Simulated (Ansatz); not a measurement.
# linear Ge chain: period, moment and channels by functional, part 2 of 2

Wanted: the relaxed geometry and the open channels of the linear Ge chain, by several methods.

Ansatz 0.2.0; DFT PBE, plane waves, PAW; relaxation of a chain's period (the session's first sound run).

So far, conductance of the lead as this run defines it (G₀): 3.00 in steps 3, 5, 7 and 9.

### Step 11. Relaxation of atoms and period, cutoff 1061.24 eV

This step: DFT PBE, plane waves, norm-conserving; relaxation of a chain's period (Ansatz 0.2.0).

The same functional on other atomic datasets tests how far the result hangs on the treatment of the cores. Against the first PBE run of this kind, the cutoff is 1061.24 eV against 420.

The input, input.yaml:

```yaml
crystal:
  lattice:
    - [7.5, 0.0, 0.0]
    - [0.0, 7.5, 0.0]
    - [0.0, 0.0, 2.232]
  atoms:
    - { symbol: Ge, position: [0.5, 0.5, 0.0], spin: 0.3 }
magnetization:
  spin_polarized: true
kpoints:
  mp_grid: { grid: [1, 1, 36] }
scf:
  occupations: { method: fermi_dirac, width: 0.05 }
hamiltonian:
  xc: pbe
  pseudopotentials: { kind: nc }
relax:
  cell: { fix: [a, b, alpha, beta, gamma] }
  max_steps: 60
```

The run is started by

```
$ ansatz run input.yaml --threads 4 --pin off --max-ram 8192MiB --backend cpu --events-out ev --progress --plain --runs-dir out
```

Wall time 24 s (4 threads of Arm Neoverse V1, shared host); peak memory 0.65 GiB.

The cell's length comes to 2.358 Å, +0.1 % against the first run, with no moment.

### Step 12. Relaxation of atoms and period

This step: DFT PBE, plane waves, PAW; relaxation of a chain's period (Ansatz 0.2.0).

No moment formed, so a run without spin should agree; this checks it and saves time.

input.yaml, the sections that differ from step 11:

```yaml
crystal:
  lattice:
    - [7.5, 0.0, 0.0]
    - [0.0, 7.5, 0.0]
    - [0.0, 0.0, 2.232]
  atoms:
    - { symbol: Ge, position: [0.5, 0.5, 0.0] }
hamiltonian:
  xc: pbe
# kpoints, scf, relax: as in step 11
# magnetization: removed
```

Elapsed: 3.1 s, on 4 threads; peak memory 0.37 GiB; 11 s of CPU time.

The cell's length comes to 2.356 Å, -0.0 % against the first run, with spin left out.

### Step 13. The series together

Times are for 4 threads of Arm Neoverse V1, shared host. The series side by side:

| no. | level | cell length along the wire (Å) | time | memory (GiB) |
| --- | --- | --- | --- | --- |
| 1 | PBE | 2.356 | 7.8 s | 0.39 |
| 2 | PBEsol | 2.332 | 8.3 s | 0.39 |
| 3 | RPBE | 2.374 | 9.9 s | 0.4 |
| 4 | LDA | 2.312 | 6.2 s | 0.36 |
| 5 | PBE, NC files | 2.358 | 24 s | 0.65 |
| 6 | PBE, no spin | 2.356 | 3.1 s | 0.37 |

### Step 14. Two-component spinors

This step: DFT PBE, plane waves, fully relativistic PAW; channels of a perfect chain with spin-orbit coupling (Ansatz 0.2.0).

Spin-orbit coupling mixes the spins and splits bands that cross or touch without it, so it can open or close channels. Fully relativistic datasets take the place of the scalar ones. The window is narrow, since spinor matrices are twice as large.

The input, input.yaml:

```yaml
crystal:
  lattice:
    - [7.5, 0.0, 0.0]
    - [0.0, 7.5, 0.0]
    - [0.0, 0.0, 2.3558388955]
  atoms:
    - { symbol: Ge, position: [0.5, 0.5, 0.0] }
kpoints:
  mp_grid: { grid: [1, 1, 34] }
  band_path: { path: ["Γ", Z], npoints: 60 }
scf:
  occupations: { method: fermi_dirac, width: 0.05 }
hamiltonian:
  xc: pbe
  pseudopotentials: { kind: paw_fr }
output:
  transmission:
    e_range: [-0.42, 0.42]
    de: 0.035
    kmesh: [1, 1]
    reduced_basis: false
    leads: [[0, 0]]
magnetization:
  noncollinear: true
  spin_orbit: true
```

It took 4.2 min on 4 threads; peak memory 4.3 GiB; 16 min of CPU time.

This step gave:

| Property | Result |
| --- | --- |
| energy at zero smearing | -4293.5360 eV |
| channels at the energy nearest the Fermi level, both spins | 6 |

The open channels of the lead, both spins stays at 6 for energy from -0.42 to 0.42 eV.

The slowest values at each energy, most degenerate partners merged, listed up to 1.5 1/Å. Table of Im kz of the slowest decaying states by energy, zero at the Fermi level:

| energy (eV) | decay 1 (Å⁻¹) | decay 2 (Å⁻¹) | decay 3 (Å⁻¹) | decay 4 (Å⁻¹) |
| --- | --- | --- | --- | --- |
| -0.420 | 1.01 | 1.20 | 1.34 | 1.36 |
| -0.385 | 1.01 | 1.19 | 1.34 | 1.35 |
| -0.350 | 1.00 | 1.19 | 1.33 | 1.35 |
| -0.315 | 0.998 | 1.18 | 1.33 | 1.35 |
| -0.280 | 0.993 | 1.18 | 1.33 | 1.34 |
| -0.245 | 0.989 | 1.18 | 1.32 | 1.34 |
| -0.210 | 0.984 | 1.17 | 1.32 | 1.34 |
| -0.175 | 0.979 | 1.17 | 1.32 | 1.33 |
| -0.140 | 0.974 | 1.16 | 1.31 | 1.33 |
| -0.105 | 0.970 | 1.16 | 1.31 | 1.33 |
| -0.070 | 0.965 | 1.16 | 1.31 | 1.32 |
| -0.035 | 0.960 | 1.15 | 1.30 | 1.32 |
| 0.000 | 0.955 | 1.15 | 1.30 | 1.32 |
| 0.035 | 0.950 | 1.14 | 1.29 | 1.31 |
| 0.070 | 0.945 | 1.14 | 1.29 | 1.31 |
| 0.105 | 0.940 | 1.14 | 1.29 | 1.31 |
| 0.140 | 0.935 | 1.13 | 1.28 | 1.30 |
| 0.175 | 0.930 | 1.13 | 1.28 | 1.30 |
| 0.210 | 0.925 | 1.12 | 1.28 | 1.30 |
| 0.245 | 0.920 | 1.12 | 1.27 | 1.29 |
| 0.280 | 0.915 | 1.12 | 1.27 | 1.29 |
| 0.315 | 0.910 | 1.11 | 1.27 | 1.29 |
| 0.350 | 0.905 | 1.11 | 1.26 | 1.28 |
| 0.385 | 0.900 | 1.10 | 1.26 | 1.28 |
| 0.420 | 0.894 | 1.10 | 1.25 | 1.27 |

Electronic bands along the path, in eV, zero at the Fermi level:

| point | band 11 | band 12 | band 13 | band 14 | band 15 | band 16 | band 17 | band 18 |
| --- | --- | --- | --- | --- | --- | --- | --- | --- |
| Γ | -9.90 | -9.90 | -1.17 | -1.17 | -1.05 | -1.05 | 3.41 | 3.41 |
| halfway | -8.26 | -8.26 | 0.55 | 0.55 | 0.68 | 0.68 | 4.85 | 4.85 |
| Z | -3.22 | -3.22 | -3.04 | -3.04 | 4.19 | 4.19 | 4.37 | 4.37 |

At the computed energy nearest the Fermi level there are 6 spinor channels, and the thermal average gives 3.00 G₀.

### Step 15. The same system on other settings: output.transmission.temperature = 600.0

This step: DFT PBE, plane waves, PAW; channels and complex bands of a perfect chain; changed: output.transmission.temperature = 600.0 (Ansatz 0.2.0).

The atoms of the run on the perfect lead (PBE) are kept and the input is varied, to see whether the result depends on it. The ELF is not written this time.

input.yaml, the sections that differ from step 14:

```yaml
hamiltonian:
  xc: pbe
output:
  transmission:
    e_range: [-2, 2]
    de: 0.035
    kmesh: [1, 1]
    reduced_basis: true
    leads: [[0, 0]]
    temperature: 600.0
  dos: { projected: true, e_range: [-6, 4] }
  write_potential: true
  write_density: true
  volumetric_format: npy
# crystal, kpoints, scf: as in step 14
# magnetization: removed
```

Wall time 8.3 s (4 threads); peak memory 0.42 GiB.

This step gave:

- energy at zero smearing: -4293.4356 eV

The open channels of the lead, one spin by energy, zero at the Fermi level:

energy (eV), open channels of the lead, one spin and a bar from the least value:
```
   -2.000       1.00 
   -1.895       1.00 
   -1.790       1.00 
   -1.685       1.00 
   -1.615       1.00 
   -1.510       1.00 
   -1.405       1.00 
   -1.300       1.00 
   -1.195       1.00 
   -1.090       3.00 ##############################
   -0.985       3.00 ##############################
   -0.915       3.00 ##############################
   -0.810       3.00 ##############################
   -0.705       3.00 ##############################
   -0.600       3.00 ##############################
   -0.495       3.00 ##############################
   -0.390       3.00 ##############################
   -0.285       3.00 ##############################
   -0.215       3.00 ##############################
   -0.110       3.00 ##############################
   -0.005       3.00 ##############################
    0.100       3.00 ##############################
    0.205       3.00 ##############################
    0.310       3.00 ##############################
    0.415       3.00 ##############################
    0.485       3.00 ##############################
    0.590       3.00 ##############################
    0.695       3.00 ##############################
    0.800       3.00 ##############################
    0.905       3.00 ##############################
    1.010       3.00 ##############################
    1.115       3.00 ##############################
    1.185       3.00 ##############################
    1.290       3.00 ##############################
    1.395       3.00 ##############################
    1.500       3.00 ##############################
    1.605       3.00 ##############################
    1.710       3.00 ##############################
    1.815       3.00 ##############################
    1.885       3.00 ##############################
```

It took 8.3 s against 8 s for the run it varies, and the conductance is 3.00 G₀ against 3.00 G₀.

The channels at the energy nearest the Fermi level, one spin and conductance of the lead as this run defines it stay within 0.2 % plus 0.001 of the run it varies.

### Step 16. A repeat with changed settings

This step: DFT PBE, plane waves, PAW; channels and complex bands of a perfect chain; changed: output.transmission.e_range = [-3, 3], output.transmission.de = 0.035 (Ansatz 0.2.0).

Edit input.yaml of step 15 so:

```diff
@@ -16,3 +16,3 @@
   transmission:
-    e_range: [-2, 2]
+    e_range: [-3, 3]
     de: 0.035
@@ -21,3 +21,2 @@
     leads: [[0, 0]]
-    temperature: 600.0
   dos: { projected: true, e_range: [-6, 4] }
```

The job ended after 14 s (4 threads; peak memory 0.48 GiB).

The open channels of the lead, one spin by energy, zero at the Fermi level:

energy (eV), open channels of the lead, one spin and a bar from the least value:
```
  -3.0000       1.00 
  -2.7550       1.00 
  -2.5100       1.00 
  -2.2650       1.00 
  -1.9850       1.00 
  -1.7400       1.00 
  -1.4950       1.00 
  -1.2500       1.00 
  -1.0050       3.00 ##############################
  -0.7600       3.00 ##############################
  -0.5150       3.00 ##############################
  -0.2350       3.00 ##############################
   0.0100       3.00 ##############################
   0.2550       3.00 ##############################
   0.5000       3.00 ##############################
   0.7450       3.00 ##############################
   0.9900       3.00 ##############################
   1.2350       3.00 ##############################
   1.5150       3.00 ##############################
   1.7600       3.00 ##############################
   2.0050       3.00 ##############################
   2.2500       3.00 ##############################
   2.4950       3.00 ##############################
   2.7400       3.00 ##############################
```

It took 14 s against 8 s for the run it varies, and the conductance is 3.00 G₀ against 3.00 G₀.

The channels at the energy nearest the Fermi level, one spin and conductance of the lead as this run defines it stay within 0.2 % plus 0.001 of the run it varies.

### Step 17. Summary of results

```yaml
cell_length_pbe: 2.356 Å
cell_length_pbesol: 2.332 Å
cell_length_rpbe: 2.374 Å
cell_length_lda: 2.312 Å
cell_length_pbe_nc_files: 2.358 Å
cell_length_pbe_no_spin: 2.356 Å
conductance_pbe: 3.00 G₀
conductance_pbesol: 3.00 G₀
conductance_rpbe: 3.00 G₀
conductance_lda: 3.00 G₀
conductance_with_spin_orbit_coupling: 3.00 G₀
```

What this shows: Under PBE the cell's length is 2.36 Å, no moment survives, and it is a metal with 3 channels a spin next to the Fermi level, 3.00 G₀ at 300 K. The cell's length spans 2.7 % over the functionals, shortest under LDA and longest under RPBE. A perfect wire passes every open channel, so the conductance counts half a G₀ for each forward-moving state at the Fermi level, spin by spin. Transport is coherent and elastic here: the atoms are frozen, so scattering by vibrations plays no part. The lead's cell of one atom keeps the chain straight and evenly spaced; a zigzag or dimerised form may lie lower.

[Logs are printed without paths, hosts, clocks, repeated set-up lines and the standing remarks that a program may print on its own settings, such as how far it seeks lower states.]

[Hosts, paths, dates, database ids (printed as entryN), source tags and the programs' standing remarks are cut or masked in the printed files.]
